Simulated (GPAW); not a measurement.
## TiO2 (Anatase, I4_1/amd): the Ti K absorption edge

Aim: the near-edge shape at the Ti K edge of TiO2 (Anatase, I4_1/amd), and what the core hole does to it.

Main program and level: GPAW 26.7.0; X-ray absorption from dipole matrix elements to empty bands, plane-wave PAW PBE.

## (1) The structure

Symmetry: I4_1/amd, No. 141, tetragonal system. The conventional cell has a = 3.784 Å, b = 3.784 Å, c = 9.515 Å, α = 90.00°, β = 90.00°, γ = 90.00°. Nearest to Ti lie 6 O at 1.93 to 1.98 Å. Nearest to O lie 3 Ti at 1.93 to 1.98 Å. Farther neighbours and most contacts between anions are not listed.

As a file:

```cif
data_structure
_symmetry_space_group_name_H-M 'P 1'
_symmetry_Int_Tables_number 1
_cell_length_a 5.4582
_cell_length_b 5.4582
_cell_length_c 5.4582
_cell_angle_alpha 139.435
_cell_angle_beta 139.435
_cell_angle_gamma 58.713
_cell_volume 68.13
loop_
_atom_site_label
_atom_site_type_symbol
_atom_site_fract_x
_atom_site_fract_y
_atom_site_fract_z
_atom_site_occupancy
Ti1 Ti 0.75000 0.25000 0.50000 1
Ti2 Ti 0.00000 0.00000 0.00000 1
O3 O 0.79190 0.79190 0.00000 1
O4 O 0.54190 0.04190 0.50000 1
O5 O 0.95810 0.45810 0.50000 1
O6 O 0.20810 0.20810 0.00000 1
```

## (2) Ground state of the crystal

The ground state comes first: it tells whether the system has a gap, which decides how the excited electron is treated.

scf.py reads:

```python
import numpy as np
from ase import Atoms
from ase.parallel import parprint, paropen
from gpaw import GPAW, PW, FermiDirac, Mixer, MixerDif, setup_paths
from gpaw.test import gen
setup_paths.insert(0, '.')
gen('Ti', name='nch1s', xcname='PBE', corehole=(1, 0, 0), write_xml=True)
from gpaw.mpi import world
world.barrier()

atoms = Atoms('Ti2O4',
    cell=[[-1.8921, 1.8921, 4.7573],
     [1.8921, -1.8921, 4.7573],
     [1.8921, 1.8921, -4.7573]],
    scaled_positions=[[0.75, 0.25, 0.5],
     [0, 0, 0],
     [0.7919, 0.7919, 0],
     [0.5419, 0.0419, 0.5],
     [0.9581, 0.4581, 0.5],
     [0.2081, 0.2081, 0]],
    pbc=True)
atoms.calc = calc = GPAW(legacy_gpaw=True, mode=PW(500), xc='PBE', setups={0: 'nch1s'},
    kpts={'size': (9, 9, 9), 'gamma': True}, occupations=FermiDirac(0.05),
    charge=0, mixer=Mixer(0.1, 5, 50), maxiter=150,
    convergence={'density': 0.0001}, txt='scf.txt')
energy = atoms.get_potential_energy() + calc.get_reference_energy()
ef = calc.get_fermi_level()
out = dict(energy=energy, fermi=ef, forces=atoms.get_forces().tolist())
parprint(f'all-electron energy {energy:.4f} eV, Fermi level {ef:.4f} eV')
ev = np.array([[calc.get_eigenvalues(k, s) for k in range(len(calc.get_ibz_k_points()))] for s in range(calc.get_number_of_spins())])
out['homo'], out['lumo'], out['counts'] = ev[ev < ef].max(), ev[ev > ef].min(), sorted(set((ev < ef).sum((0, 2)).tolist()))
out['filled'] = (ev[:, 0] < ef).sum(1).tolist()
import json
with paropen('out.json', 'w') as f:
    json.dump(out, f)
```

Run with:

```bash
OMP_NUM_THREADS=1 mpirun -n 2 gpaw python scf.py
```

Numbers of over 12 decimals in the logs are rounded to 6 here.

Log:

```text
Input parameters:
  convergence: {density: 0.0001}
  kpts: {gamma: True,
         size: (9, 9, 9)}
  maxiter: 150
  mixer: {backend: pulay,
          beta: 0.1,
          method: separate,
          nmaxold: 5,
          weight: 50}
  mode: {ecut: 500.0,
         name: pw}
  occupations: {fixmagmom: False,
                name: fermi-dirac,
                width: 0.05}
  setups: {0: nch1s}
  xc: PBE

Initialize ...

[... PAW data sets ...]

Reference energy: -54611.438235  # eV

Spin-paired calculation

[... convergence settings ...]
Symmetries present (total): 8
  [... symmetry matrices ...]

729 k-points: 9 x 9 x 9 Monkhorst-Pack grid
75 k-points in the irreducible part of the Brillouin zone
       k-points in crystal coordinates                weights
   0:     0.00000000    0.00000000    0.00000000          1/729
   1:     0.11111111   -0.11111111    0.00000000          4/729
   2:     0.11111111   -0.11111111    0.11111111          4/729
   3:     0.11111111    0.00000000    0.00000000          8/729
   4:     0.11111111    0.11111111   -0.11111111          2/729
   5:     0.22222222   -0.22222222    0.00000000          4/729
   6:     0.22222222   -0.22222222    0.11111111          8/729
   7:     0.22222222   -0.22222222    0.22222222          4/729
   8:     0.22222222   -0.11111111    0.00000000         16/729
   9:     0.22222222   -0.11111111    0.11111111          8/729
          ...
  74:     0.44444444    0.44444444    0.44444444          8/729

Wave functions: Plane wave expansion
  Cutoff energy: 500.000 eV
  Number of coefficients (min, max): 1693, 1758
  Pulay-stress correction: 0.000000 eV/Ang^3 (de/decut=0.000000)
  Using FFTW library
  Wavefunction extrapolation:
    Improved wavefunction reuse through dual PAW basis

Occupation numbers: Fermi-Dirac:
  width: 0.0500  # eV

Eigensolver
   Davidson(niter=2)

Densities:
  Coarse grid: 30*30*30 grid
  Fine grid: 60*60*60 grid
  Total Charge: 0.000000

Density mixing:
  Method: separate
  Backend: pulay
  Linear mixing parameter: 0.1
  old densities: 5
  Width of damping distribution: 1.1
  Damping of long wavelength oscillations: 50

[... Hamiltonian set-up ...]
Number of atoms: 6
Number of atomic orbitals: 42
Number of bands in calculation: 33
Number of valence electrons: 48
Bands to converge: occupied

... initialized

Initializing position-dependent things.

Density initialized from atomic densities
Creating initial wave functions:
  33 bands from LCAO basis set

       O

         O

         Ti

       O O

       Ti

Atomic positions and initial magnetic moments

Positions:
   0 Ti     0.000000    1.892100    2.378650    ( 0.0000,  0.0000,  0.0000)
   1 Ti     0.000000    0.000000    0.000000    ( 0.0000,  0.0000,  0.0000)
   2 O     -0.000000    0.000000    7.534612    ( 0.0000,  0.0000,  0.0000)
   3 O      0.000000    1.892100    0.398662    ( 0.0000,  0.0000,  0.0000)
   4 O      0.000000    1.892100    4.358638    ( 0.0000,  0.0000,  0.0000)
   5 O      0.000000   -0.000000    1.979988    ( 0.0000,  0.0000,  0.0000)

Unit cell:
           periodic     x           y           z      points  spacing
  1. axis:    yes   -1.892100    1.892100    4.757300    30     0.1172
  2. axis:    yes    1.892100   -1.892100    4.757300    30     0.1172
  3. axis:    yes    1.892100    1.892100   -4.757300    30     0.0892

  Lengths:   5.458204   5.458204   5.458204
  Angles:  139.434593 139.434593  58.712803

Effective grid spacing dv^(1/3) = 0.1361

iter:   1   -59.411732
iter:   2   -54.160344   -0.93  -0.90
iter:   3   -50.732932   -0.08  -1.02
iter:   4   -50.751977   -1.32  -1.41
iter:   5   -51.206935   -1.82  -1.36
iter:   6   -50.614486   -1.06  -1.49
iter:   7   -50.609966   -2.02  -2.24
iter:   8   -50.653964   -1.82  -2.25
iter:   9   -50.606256   -2.92  -2.11
iter:  10   -50.609526   -3.74  -2.70
iter:  11   -50.611540c  -2.74  -2.62
iter:  12   -50.605876c  -3.76  -2.60
iter:  13   -50.605883c  -4.82  -3.84
iter:  14   -50.605884c  -5.94  -3.87
iter:  15   -50.605882c  -6.34  -4.03c
iter:  16   -50.605882c  -6.95  -4.33c
iter:  17   -50.605882c  -7.30  -4.53c
iter:  18   -50.605882c  -7.53c -4.81c

Converged after 18 iterations.

Dipole moment: (-6.380942, 6.380942, 0.000000) |e|*Ang

Energy contributions relative to reference atoms: (reference = -54611.438235)

Kinetic:        +51.023884
Potential:      -58.333851
External:        +0.000000
XC:             -43.741805
Entropy (-ST):   -0.000000
Local:           +0.445890
SIC:             +0.000000
--------------------------
Free energy:    -50.605882
Extrapolated:   -50.605882

Showing only first 2 kpts
 Kpt  Band  Eigenvalues  Occupancy
  0    22      3.68124    2.00000
  0    23      3.68130    2.00000
  0    24      6.27101    0.00000
  0    25      7.01425    0.00000

  1    22      3.41037    2.00000
  1    23      3.82465    2.00000
  1    24      6.77923    0.00000
  1    25      7.08631    0.00000

Fermi level: 5.24691

Gap: 2.125 eV
Transition (v -> c):
  (s=0, k=34, n=23, [0.44, -0.44, 0.00]) -> (s=0, k=0, n=24, [0.00, 0.00, 0.00])
Direct/indirect transitions are different
Direct gap: 2.466 eV
Transition at: (s=0, k=13, n=23, [0.22, 0.22, -0.22])

Forces in eV/Ang:
  0 Ti    0.00000    0.00000    0.00000
  1 Ti    0.00000    0.00000   -0.00000
  2 O     0.00000    0.00000   -0.15536
  3 O     0.00000    0.00000   -0.15521
  4 O     0.00000    0.00000    0.15521
  5 O     0.00000    0.00000    0.15536
Scalar-relativistic atomic PBE calculation for Ti (Titanium, Z=22)
Core hole in 1s state (1s occupation: 2.0)
600 radial gridpoints.
|------------------------------------------------|
|------------------------------------------------|
[... the atom generator's iteration count ...]

Energy contributions:
-------------------------
Kinetic:     +860.511654
XC:           -41.917692
Potential:  -1672.060769
-------------------------
Total:       -853.466807

state      eigenvalue         ekin         rmax
-----------------------------------------------
1s^2.0 :  -178.884102   236.117456        0.046
2s^2.0 :   -19.728922    40.906723        0.269
2p^6.0 :   -16.326572    39.665249        0.220
3s^2.0 :    -2.301366     8.380954        0.869
3p^6.0 :    -1.428160     7.112963        0.902
3d^2.0 :    -0.156485     3.683416        0.981
4s^2.0 :    -0.164137     0.832643        2.921
4p^0.0 :    -0.053893     0.437167        3.813
-----------------------------------------------
(units: Bohr and Hartree)

Generating PAW setup
Kinetic energy of the core from tauc = 796.397006
Cutoffs:
rc(s)=2.400
rc(p)=2.000
rc(d)=2.000
rc(vbar)=1.800
rc(comp)=2.300
rc(nct)=2.400

Kinetic energy of the core states: 792.039849
Charge: 0.0
Core electrons: 10.0
Valence electrons: 12.0
Pseudo-core charge: 0.000001
Shape function alpha=1.890
Pseudo-electron charge 6.356241
state    eigenvalue         norm
--------------------------------
3s(2) :    -2.301366     0.296262
4s(2) :    -0.164137     0.992018
3p(6) :    -1.428160     0.433832
4p(0) :    -0.053893     0.982293
3d(2) :    -0.156485     0.588344
*d    :     0.843515
--------------------------------

Diagonalizing with gridspacing h=0.050

state   all-electron     PAW
-------------------------------
3s:      -2.301366    -2.301666
3p:      -1.428160    -1.428851
3d:      -0.156485    -0.156983
*f:                    0.063889
-------------------------------
all-electron energy -54662.0441 eV, Fermi level 5.2469 eV
```

Elapsed: 3.3 min, on 2 MPI ranks of Arm Neoverse N1, shared host; peak memory 0.29 GiB.

The mesh shows a gap of 2.12 eV, so the hole is first treated in a charged cell, without the excited electron.

## (3) Spectrum without a core hole, Ti atom 1

This cheap baseline ignores the attraction of the hole: it shows the absorber's empty states as they are in the ground state. The data set with a hole of occupation 0 only carries the core orbital.

The absorber has 4 O at 1.93 Å and 2 O at 1.98 Å (distorted octahedral, site symmetry -4m2).

xas.py reads:

```python
import numpy as np
from ase import Atoms
from ase.parallel import parprint, paropen
from gpaw import GPAW, PW, FermiDirac, Mixer, MixerDif, setup_paths
from gpaw.test import gen
setup_paths.insert(0, '.')
gen('Ti', name='nch1s', xcname='PBE', corehole=(1, 0, 0), write_xml=True)
from gpaw.mpi import world
world.barrier()

atoms = Atoms('Ti2O4',
    cell=[[-1.8921, 1.8921, 4.7573],
     [1.8921, -1.8921, 4.7573],
     [1.8921, 1.8921, -4.7573]],
    scaled_positions=[[0.75, 0.25, 0.5],
     [0, 0, 0],
     [0.7919, 0.7919, 0],
     [0.5419, 0.0419, 0.5],
     [0.9581, 0.4581, 0.5],
     [0.2081, 0.2081, 0]],
    pbc=True)
atoms.calc = calc = GPAW(legacy_gpaw=True, mode=PW(500), xc='PBE', setups={0: 'nch1s'},
    kpts={'size': (9, 9, 9), 'gamma': True}, occupations=FermiDirac(0.02),
    charge=0, mixer=Mixer(0.1, 5, 50), maxiter=150,
    convergence={'density': 0.0001}, txt='scf.txt')
energy = atoms.get_potential_energy() + calc.get_reference_energy()
ef = calc.get_fermi_level()
out = dict(energy=energy, fermi=ef, forces=atoms.get_forces().tolist())
parprint(f'all-electron energy {energy:.4f} eV, Fermi level {ef:.4f} eV')
ev = np.array([[calc.get_eigenvalues(k, s) for k in range(len(calc.get_ibz_k_points()))] for s in range(calc.get_number_of_spins())])
out['homo'], out['lumo'], out['counts'] = ev[ev < ef].max(), ev[ev > ef].min(), sorted(set((ev < ef).sum((0, 2)).tolist()))
out['filled'] = (ev[:, 0] < ef).sum(1).tolist()

from ase.units import Ha
from gpaw.xas import dipole_matrix_elements
nb = int(calc.get_number_of_electrons() / 2) + 54
top, nb = nb, nb + 8 + nb // 12
nscf = calc.fixed_density(kpts={'size': (7, 7, 7), 'gamma': True}, nbands=nb,
    convergence={'bands': top, 'eigenstates': 1e-5}, maxiter=60, txt='nscf.txt')
cell = atoms.cell.array
ops = [cell.T @ U.T @ np.linalg.inv(cell.T) for U in nscf.wfs.kd.symmetry.op_scc]
filled = [24]  # bands filled in the ground state, by spin
E = np.arange(-25, 34, 0.1)
fwhm = np.interp(E, [4, 25], [0.94, 3.5])
Y, X, zero, highest = 0, 0, 1e9, 1e9
for spin in range(nscf.get_number_of_spins()):
    wfs = nscf.wfs
    A = dipole_matrix_elements(wfs.setups[0])
    eps = np.zeros((wfs.kd.nibzkpts, nb))
    d = np.zeros((3, A.shape[1], wfs.kd.nibzkpts, nb), complex)
    for kpt in wfs.kpt_u:
        if kpt.s == spin and 0 in kpt.P_ani:
            eps[kpt.k] = kpt.eps_n * Ha
            d[:, :, kpt.k] = (kpt.weight * wfs.nspins / 2) ** 0.5 * np.inner(A, kpt.P_ani[0])
    world.sum(eps)
    world.sum(d)
    T = np.einsum('amkn,bmkn->abkn', d, d.conj()).real
    T = sum(np.einsum('ai,ijkn,bj->abkn', R, T, R) for R in ops) / len(ops)
    empty = np.ones_like(eps, bool) & (np.arange(nb) >= filled[spin])
    zero, highest = min(zero, eps[empty].min()), min(highest, eps[:, top - 1].min())
    lines = [(eps, T, empty)] if spin == 0 else lines + [(eps, T, empty)]
for eps, T, empty in lines:
    f = np.einsum('aakn->akn', T).reshape(3, -1)
    x = eps.ravel() - zero
    w = np.interp(x, E, fwhm) / 2.35482
    g = np.exp(-0.5 * ((E[:, None] - x) / w) ** 2) / (w * (2 * np.pi) ** 0.5)
    Y = Y + (f * empty.ravel()) @ g.T
    X = X + (f * ~empty.ravel()) @ g.T
out.update(E=E.round(2).tolist(), xas=Y.tolist(), xes=X.tolist(), zero=zero, valid=highest - zero, nk=len(eps), nb=nb)
for i in range(0, len(E), 10):
    parprint(f'{E[i]:7.2f}', *(f'{v:10.3e}' for v in Y[:, i]))
import json
with paropen('out.json', 'w') as f:
    json.dump(out, f)
```

Run with:

```bash
OMP_NUM_THREADS=1 mpirun -n 2 gpaw python xas.py
```

Log:

```text
Input parameters:
  convergence: {density: 0.0001}
  kpts: {gamma: True,
         size: (9, 9, 9)}
  maxiter: 150
  mixer: {backend: pulay,
          beta: 0.1,
          method: separate,
          nmaxold: 5,
          weight: 50}
  mode: {ecut: 500.0,
         name: pw}
  occupations: {fixmagmom: False,
                name: fermi-dirac,
                width: 0.02}
  setups: {0: nch1s}
  xc: PBE

Initialize ...

[...]
*d    :     0.843515
--------------------------------

Diagonalizing with gridspacing h=0.050

state   all-electron     PAW
-------------------------------
3s:      -2.301366    -2.301666
3p:      -1.428160    -1.428851
3d:      -0.156485    -0.156983
*f:                    0.063889
-------------------------------
all-electron energy -54662.0441 eV, Fermi level 4.6723 eV
[...]
32.00  6.717e-07  6.717e-07  6.835e-07
  33.00  7.174e-07  7.174e-07  7.797e-07
[key lines of the parts left out:]
Converged after 18 iterations.
Dipole moment: (-6.380942, 6.380942, 0.000000) |e|*Ang
Free energy:    -50.605882
Fermi level: 4.67234
```

Elapsed: 5.8 min, on 2 MPI ranks; peak memory 0.4 GiB; 12 min of CPU time.

The Ti K spectrum, Ti atom 1, no core hole (energy from the lowest empty level; intensity scaled to a mean of 1 over the first 20 eV; polarised curves are means over the symmetry-equivalent atoms):

```tsv
E (eV)	isotropic	ε ⊥ c	ε ∥ c
-2.0	0.00	0.00	0.00
-1.5	0.00	0.00	0.00
-1.0	0.00	0.00	0.00
-0.5	0.00	0.00	0.00
0.0	0.01	0.02	0.00
0.5	0.12	0.16	0.03
1.0	0.37	0.47	0.17
1.5	0.57	0.68	0.35
2.0	0.42	0.52	0.20
2.5	0.17	0.23	0.06
3.0	0.14	0.14	0.13
3.5	0.34	0.33	0.35
4.0	0.49	0.48	0.53
4.5	0.48	0.44	0.55
5.0	0.36	0.29	0.50
5.5	0.21	0.13	0.35
6.0	0.08	0.04	0.16
6.5	0.05	0.03	0.10
7.0	0.08	0.05	0.14
7.5	0.12	0.08	0.20
8.0	0.17	0.13	0.26
8.5	0.24	0.21	0.31
9.0	0.32	0.31	0.34
9.5	0.40	0.42	0.35
10.0	0.45	0.49	0.36
10.5	0.45	0.49	0.36
11.0	0.43	0.45	0.39
11.5	0.46	0.44	0.49
12.0	0.58	0.53	0.67
12.5	0.75	0.70	0.85
13.0	0.92	0.91	0.93
13.5	1.09	1.18	0.92
14.0	1.34	1.54	0.94
14.5	1.71	2.00	1.13
15.0	2.15	2.43	1.59
15.5	2.55	2.69	2.28
16.0	2.83	2.72	3.04
16.5	2.94	2.60	3.62
17.0	2.88	2.43	3.79
17.5	2.72	2.32	3.54
18.0	2.54	2.28	3.05
18.5	2.40	2.31	2.56
19.0	2.32	2.35	2.24
19.5	2.28	2.37	2.11
20.0	2.26	2.33	2.11
20.5	2.22	2.24	2.17
21.0	2.15	2.12	2.22
21.5	2.08	2.00	2.24
22.0	2.01	1.91	2.21
22.5	1.97	1.87	2.16
23.0	1.95	1.87	2.11
23.5	1.96	1.90	2.09
24.0	1.98	1.93	2.09
24.5	1.98	1.93	2.09
25.0	1.96	1.89	2.09
25.5	1.91	1.84	2.06
26.0	1.86	1.79	2.01
26.5	1.82	1.75	1.95
27.0	1.79	1.74	1.89
27.5	1.78	1.76	1.84
28.0	1.80	1.80	1.79
28.5	1.81	1.84	1.76
29.0	1.83	1.88	1.74
29.5	1.85	1.91	1.74
30.0	1.88	1.93	1.77
30.5	1.92	1.96	1.83
31.0	1.98	2.01	1.92
31.5	2.06	2.07	2.04
32.0	2.17	2.16	2.19
```

Main maxima below 30 eV (height): 1.5 eV (0.57), 4.2 eV (0.51) and 16.6 eV (2.94). A K edge sees empty p states. The weak features of the first eV are p character mixed into the empty d bands; the main 4p edge lies above them.

The same matrix elements for filled bands give the Ti K emission of Ti atom 1 (ground-state approximation; energy from the lowest empty level, largest value 1):

```tsv
E (eV)	emission
-24.00	0.00
-23.25	0.00
-22.50	0.00
-21.75	0.00
-21.00	0.00
-20.25	0.01
-19.50	0.16
-18.75	0.77
-18.00	0.69
-17.25	0.04
-16.50	0.00
-15.75	0.00
-15.00	0.00
-14.25	0.00
-13.50	0.00
-12.75	0.00
-12.00	0.00
-11.25	0.00
-10.50	0.00
-9.75	0.00
-9.00	0.00
-8.25	0.00
-7.50	0.02
-6.75	0.26
-6.00	0.64
-5.25	0.41
-4.50	0.38
-3.75	0.46
-3.00	0.41
-2.25	0.11
-1.50	0.00
-0.75	0.00
0.00	0.00
0.75	0.00
1.50	0.00
2.25	0.00
3.00	0.00
```

Emission maxima: -18.4 eV (1.00), -6.0 eV (0.64) and -3.4 eV (0.47).

## (4) Reference energy of the supercell

The photon energy needs a difference of total energies, so the cell and mesh of the coming hole run are first run without a hole.

scf.py, as its differences from that of step 2:

```diff
@@ -10,15 +10,21 @@
 
-atoms = Atoms('Ti2O4',
-    cell=[[-1.8921, 1.8921, 4.7573],
-     [1.8921, -1.8921, 4.7573],
-     [1.8921, 1.8921, -4.7573]],
-    scaled_positions=[[0.75, 0.25, 0.5],
+atoms = Atoms('Ti4O8',
+    cell=[[3.7842, -3.7842, 0],
+     [3.7842, 3.7842, 0],
+     [-1.8921, 1.8921, 4.7573]],
+    scaled_positions=[[0, 0.25, 0.5],
+     [0.5, 0.75, 0.5],
      [0, 0, 0],
-     [0.7919, 0.7919, 0],
-     [0.5419, 0.0419, 0.5],
-     [0.9581, 0.4581, 0.5],
-     [0.2081, 0.2081, 0]],
+     [0.5, 0.5, 0],
+     [0.7919, 0, 0.5838],
+     [0.2919, 0.5, 0.5838],
+     [0.7919, 0.25, 0.0838],
+     [0.2919, 0.75, 0.0838],
+     [0.2081, 0.25, 0.9162],
+     [0.7081, 0.75, 0.9162],
+     [0.2081, 0, 0.4162],
+     [0.7081, 0.5, 0.4162]],
     pbc=True)
 atoms.calc = calc = GPAW(legacy_gpaw=True, mode=PW(500), xc='PBE', setups={0: 'nch1s'},
-    kpts={'size': (9, 9, 9), 'gamma': True}, occupations=FermiDirac(0.05),
+    kpts={'size': (4, 4, 4), 'gamma': True}, occupations=FermiDirac(0.02),
     charge=0, mixer=Mixer(0.1, 5, 50), maxiter=150,
```

Run with:

```bash
OMP_NUM_THREADS=1 mpirun -n 2 gpaw python scf.py
```

Log:

```text
Input parameters:
  convergence: {density: 0.0001}
  kpts: {gamma: True,
         size: (4, 4, 4)}
  maxiter: 150
  mixer: {backend: pulay,
          beta: 0.1,
          method: separate,
          nmaxold: 5,
          weight: 50}
  mode: {ecut: 500.0,
         name: pw}
  occupations: {fixmagmom: False,
                name: fermi-dirac,
                width: 0.02}
  setups: {0: nch1s}
  xc: PBE

Initialize ...

[...]
4s(2) :    -0.164137     0.992018
3p(6) :    -1.428160     0.433832
4p(0) :    -0.053893     0.982293
3d(2) :    -0.156485     0.588344
*d    :     0.843515
--------------------------------

Diagonalizing with gridspacing h=0.050

state   all-electron     PAW
-------------------------------
3s:      -2.301366    -2.301666
3p:      -1.428160    -1.428851
3d:      -0.156485    -0.156983
*f:                    0.063889
-------------------------------
all-electron energy -109324.1027 eV, Fermi level 4.7807 eV
[key lines of the parts left out:]
Converged after 26 iterations.
Dipole moment: (0.000016, 0.000016, 0.000000) |e|*Ang
Free energy:   -101.226702
Fermi level: 4.78074
```

Wall time 4.2 min (2 MPI ranks); peak memory 0.33 GiB.

Reference energy: -109324.103 eV with the cores included.

(Part 1 of 2 ends here.)

[Banner, clock and machine lines of the logs are left out without a mark of their own.]

[Logs are printed without paths, hosts, clocks, repeated set-up lines and the standing remarks that a program may print on its own settings, such as how far it seeks lower states.]

[Hosts, paths, dates, database ids (printed as entryN), source tags and the programs' standing remarks are cut or masked in the printed files.]

[Lists of maxima count a maximum above −3 eV only where it reaches 4 % of the highest in the window and stands out from its surroundings by 2 % of it (1.5 % where it reaches 55 %); shoulders and weaker maxima are passed over, and of the rest the first, up to two pre-edge ones and the few strongest are named.]
